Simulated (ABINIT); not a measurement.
**K2Pt (Fm-3m): G0W0 with and without spin-orbit coupling**

Aim: spinor G0W0 for K2Pt (Fm-3m) beside the scalar-relativistic result.

Calculated with ABINIT 10.8.3; PBEsol and many-body steps on it, plane waves.

This is a report of a sequence of runs, with most program output left out.

### Step 1. The structure

Symmetry: Fm-3m, No. 225, cubic system. Conventional cell: a = 7.563 Å, b = 7.563 Å, c = 7.563 Å, α = 90.00°, β = 90.00°, γ = 90.00°. K has 4 Pt at 3.27 Å nearest. Nearest to Pt lie 8 K at 3.27 Å. Farther neighbours are not listed.

The cell and positions are those that the Materials Project relaxed with its own functionals (PBE, PBE+U or r2SCAN), kept fixed. Spin-orbit coupling is left out unless a step names it.

### Step 2. Empty states on the mesh, 2×2×2 mesh, 77 bands

This step: ABINIT 10.8.3; DFT, PBEsol, plane waves, norm-conserving pseudopotentials.

The sums over transitions need many empty states on a uniform mesh; this step solves for them.

Input file run.abi:

```
acell 3*1.0 Angstrom
rprim 
  -0.000000000000 3.781463140000 3.781463140000
  3.781463140000 -0.000000000000 3.781463140000
  3.781463140000 3.781463140000 -0.000000000000
ntypat 2
znucl 19 78
natom 3
typat 1 1 2
xred 
  0.750000000000 0.750000000000 0.750000000000
  0.250000000000 0.250000000000 0.250000000000
  0.000000000000 0.000000000000 0.000000000000
pp_dirpath "pseudos"
pseudos "K.upf, Pt.upf"
ecut 38
ngkpt 2 2 2
nshiftk 1
shiftk 0 0 0
kptopt 1
chksymbreak 0
iscf -2
irdden 1
istwfk *1
nband 77
nbdbuf 6
tolwfr 1e-09
nstep 60
prtvol 0
indata_prefix "in"
outdata_prefix "out"
tmpdata_prefix "tmp"
```

Started as:

```sh
$ OMP_NUM_THREADS=1 mpirun -n 4 abinit run.abi > log
```

Run time: 41 s. Hardware: 4 MPI ranks of Arm Neoverse V1, shared host; peak memory 0.41 GiB.

Numbers from this step:

- gap: 1.338 eV
- k of the valence top: 0.5, 0.5, 0
- k of the conduction bottom: 0.5, 0, 0
- least direct gap: 1.407 eV
- k points computed: 3
- lowest point of the top converged band, above the valence top: 30.76 eV

On this mesh the gap is 1.338 eV.

The density comes from a self-consistent run that is not shown.

### Step 3. Screening, 2×2×2 mesh, 71 bands, screening to 98 eV

The RPA dielectric matrix is built and inverted for each q.

This step: RPA screening on PBEsol, plane waves, norm-conserving pseudopotentials.

Changes to run.abi since step 2:

```diff
@@ -21,10 +21,11 @@
 chksymbreak 0
-iscf -2
-irdden 1
 istwfk *1
-nband 77
-nbdbuf 6
-tolwfr 1e-09
-nstep 60
-prtvol 0
+occopt 1
+irdwfk 1
+optdriver 3
+nband 71
+ecuteps 3.6
+inclvkb 0
+awtr 1
+symchi 1
 indata_prefix "in"
```

The job ended after 5.6 s (4 MPI ranks; peak memory 0.67 GiB; 22 s of CPU time).

Numbers from this step:

| Property | Result |
| --- | --- |
| ε∞ with local fields, on this mesh, along the program's q direction | 8.323 |
| the same without local fields | 12.34 |
| plasma frequency | 21.42 eV |
| plane waves in the screening matrix | 259 |

Local fields lower ε∞ by 33 %. On a Γ-centred mesh this coarse the value itself is usually too large, while a short band sum pulls it down.

### Step 4. Scalar-relativistic

The self-energy is evaluated for the states that the input lists, and the levels follow from it, in one-shot runs by the linearised quasiparticle equation.

This step: G0W0 on PBEsol, plane waves, norm-conserving pseudopotentials.

Changes to run.abi since step 3:

```diff
@@ -24,8 +24,19 @@
 irdwfk 1
-optdriver 3
+optdriver 4
 nband 71
+gwcalctyp 0
+ecutsigx 38
+symsigma 1
+nkptgw 3
+kptgw 
+  0.5000000000 0.5000000000 0.0000000000
+  0.5000000000 0.0000000000 0.0000000000
+  0.0000000000 0.0000000000 0.0000000000
+bdgw 
+  16 20
+  17 21
+  16 21
 ecuteps 3.6
-inclvkb 0
-awtr 1
-symchi 1
+irdscr 1
+ppmodel 1
 indata_prefix "in"
```

The job ended after 8.7 s (4 MPI ranks; peak memory 1 GiB; 35 s of CPU time).

This step gave:

```
G0W0 gap on the points computed              : 1.854 eV
starting gap on the mesh                     : 1.338 eV
k of the valence top                         : 0.5, 0.5, 0
k of the conduction bottom                   : 0.5, 0, 0
Z at the valence top                         : 0.767
Z at the conduction bottom                   : 0.826
least direct G0W0 gap on the computed points : 1.959 eV
```

The gap on the mesh goes from 1.34 eV to 1.85 eV, a correction of +0.52 eV.

### Step 5. Empty states on the mesh, 2×2×2 mesh, 156 bands

This step: DFT, PBEsol with spin-orbit coupling, plane waves, norm-conserving pseudopotentials.

Changes to run.abi since step 4:

```diff
@@ -16,2 +16,3 @@
 ecut 38
+nspinor 2
 ngkpt 2 2 2
@@ -21,22 +22,10 @@
 chksymbreak 0
+iscf -2
+irdden 1
 istwfk *1
-occopt 1
-irdwfk 1
-optdriver 4
-nband 71
-gwcalctyp 0
-ecutsigx 38
-symsigma 1
-nkptgw 3
-kptgw 
-  0.5000000000 0.5000000000 0.0000000000
-  0.5000000000 0.0000000000 0.0000000000
-  0.0000000000 0.0000000000 0.0000000000
-bdgw 
-  16 20
-  17 21
-  16 21
-ecuteps 3.6
-irdscr 1
-ppmodel 1
+nband 156
+nbdbuf 14
+tolwfr 1e-09
+nstep 60
+prtvol 0
 indata_prefix "in"
```

It took 4.4 min on 4 MPI ranks; peak memory 0.54 GiB.

Numbers from this step:

| Quantity | Value |
| --- | --- |
| gap | 0.9102 eV |
| k of the valence top | 0.5, 0.5, 0 |
| k of the conduction bottom | 0.5, 0, 0 |
| least direct gap | 0.9927 eV |
| k points computed | 3 |
| lowest point of the top converged band, above the valence top | 29.94 eV |

On this mesh the gap is 0.910 eV.

The density comes from a self-consistent run that is not shown, made with spin-orbit coupling and fully relativistic files.

### Step 6. Screening, 2×2×2 mesh, 142 bands, screening to 98 eV

This step: RPA screening on PBEsol with spin-orbit coupling, plane waves, norm-conserving pseudopotentials.

Changes to run.abi since step 5:

```diff
@@ -22,10 +22,11 @@
 chksymbreak 0
-iscf -2
-irdden 1
 istwfk *1
-nband 156
-nbdbuf 14
-tolwfr 1e-09
-nstep 60
-prtvol 0
+occopt 1
+irdwfk 1
+optdriver 3
+nband 142
+ecuteps 3.6
+inclvkb 0
+awtr 1
+symchi 1
 indata_prefix "in"
```

It took 32 s on 4 MPI ranks; peak memory 2.1 GiB; 2.1 min of CPU time.

Numbers from this step:

```
ε∞ with local fields, on this mesh, along the program's q direction : 11.32
the same without local fields                                       : 16.03
plasma frequency                                                    : 21.42 eV
plane waves in the screening matrix                                 : 259
```

### Step 7. With spin-orbit coupling

This step: G0W0 on PBEsol with spin-orbit coupling, plane waves, norm-conserving pseudopotentials.

Changes to run.abi since step 6:

```diff
@@ -25,8 +25,19 @@
 irdwfk 1
-optdriver 3
+optdriver 4
 nband 142
+gwcalctyp 0
+ecutsigx 38
+symsigma 0
+nkptgw 3
+kptgw 
+  0.5000000000 0.5000000000 0.0000000000
+  0.5000000000 0.0000000000 0.0000000000
+  0.0000000000 0.0000000000 0.0000000000
+bdgw 
+  33 40
+  33 40
+  31 42
 ecuteps 3.6
-inclvkb 0
-awtr 1
-symchi 1
+irdscr 1
+ppmodel 1
 indata_prefix "in"
```

Wall time 91 s (4 MPI ranks); peak memory 2.6 GiB.

This step gave:

```
G0W0 gap on the points computed              : 1.349 eV
starting gap on the mesh                     : 0.9102 eV
k of the valence top                         : 0.5, 0.5, 0
k of the conduction bottom                   : 0.5, 0, 0
Z at the valence top                         : 0.767
Z at the conduction bottom                   : 0.821
least direct G0W0 gap on the computed points : 1.466 eV
```

Against G0W0 in ABINIT (2×2×2 mesh, 71 bands, screening to 98 eV, Godby-Needs plasmon pole), the gap moves by −0.505 eV.

### Step 8. The runs together

Times are wall times on 4 MPI ranks of Arm Neoverse V1, shared host, good to a factor of about two. A run's time includes the screening step that it read.

```csv
run,mesh,bands,screening cutoff (eV),DFT gap (eV),gap on the mesh (eV),direct (eV),ε∞ used,time
scalar-relativistic,2×2×2,71,98,1.338,1.854,1.959,8.32,14 s
with spin-orbit coupling,2×2×2,142,98,0.910,1.349,1.466,11.32,2.1 min
```

### Step 9. Results

```json
{
  "scalar-relativistic": "1.854 eV",
  "with spin-orbit coupling": "1.349 eV",
  "known limits": "not at the basis limit; screening head approximate; no spin polarisation; d states lean on the start; no spin-orbit coupling in some runs; coarse k mesh"
}
```

What this shows: With spin-orbit coupling: −0.505 eV against scalar-relativistic, −0.427 eV of it in the start. Bands and cutoff are finite, so the gap is not at the basis limit. The miss can reach some tenths of an eV and take either sign; the mesh is an error of its own. The 2×2×2 mesh is coarse for this cell, which bears on the long-range parts of exchange and screening. The long-wavelength limit of the screening leaves out the non-local commutator, which shifts ε∞. The runs have no spin polarisation. For a closed low-spin shell that is the natural state; where a d or f shell is open it is a constraint, and the gap is then not the crystal's own. With d states at the gap, one-shot GW leans hard on its start.

[Paths, hosts, dates, memory and timing lines, banners, echoed tables and standing remarks are left out of the program output.]

[Logs are printed without paths, hosts, clocks, repeated set-up lines and the standing remarks that a program may print on its own settings, such as how far it seeks lower states.]

[Runs of the session that timed out or met a known fault of the program may be left out.]

[Hosts, paths, dates, database ids (printed as entryN), source tags and the programs' standing remarks are cut or masked in the printed files.]

[G0W0 gaps are taken among the corrected bands and points alone; a level outside them can change the order at an edge.]

[Where Ansatz stands beside ABINIT at settings called matched, ABINIT's density can come from a denser mesh and the files from another edition; pairs whose starting gaps differed by over 0.03 eV were left out, so agreement reads better than it is.]
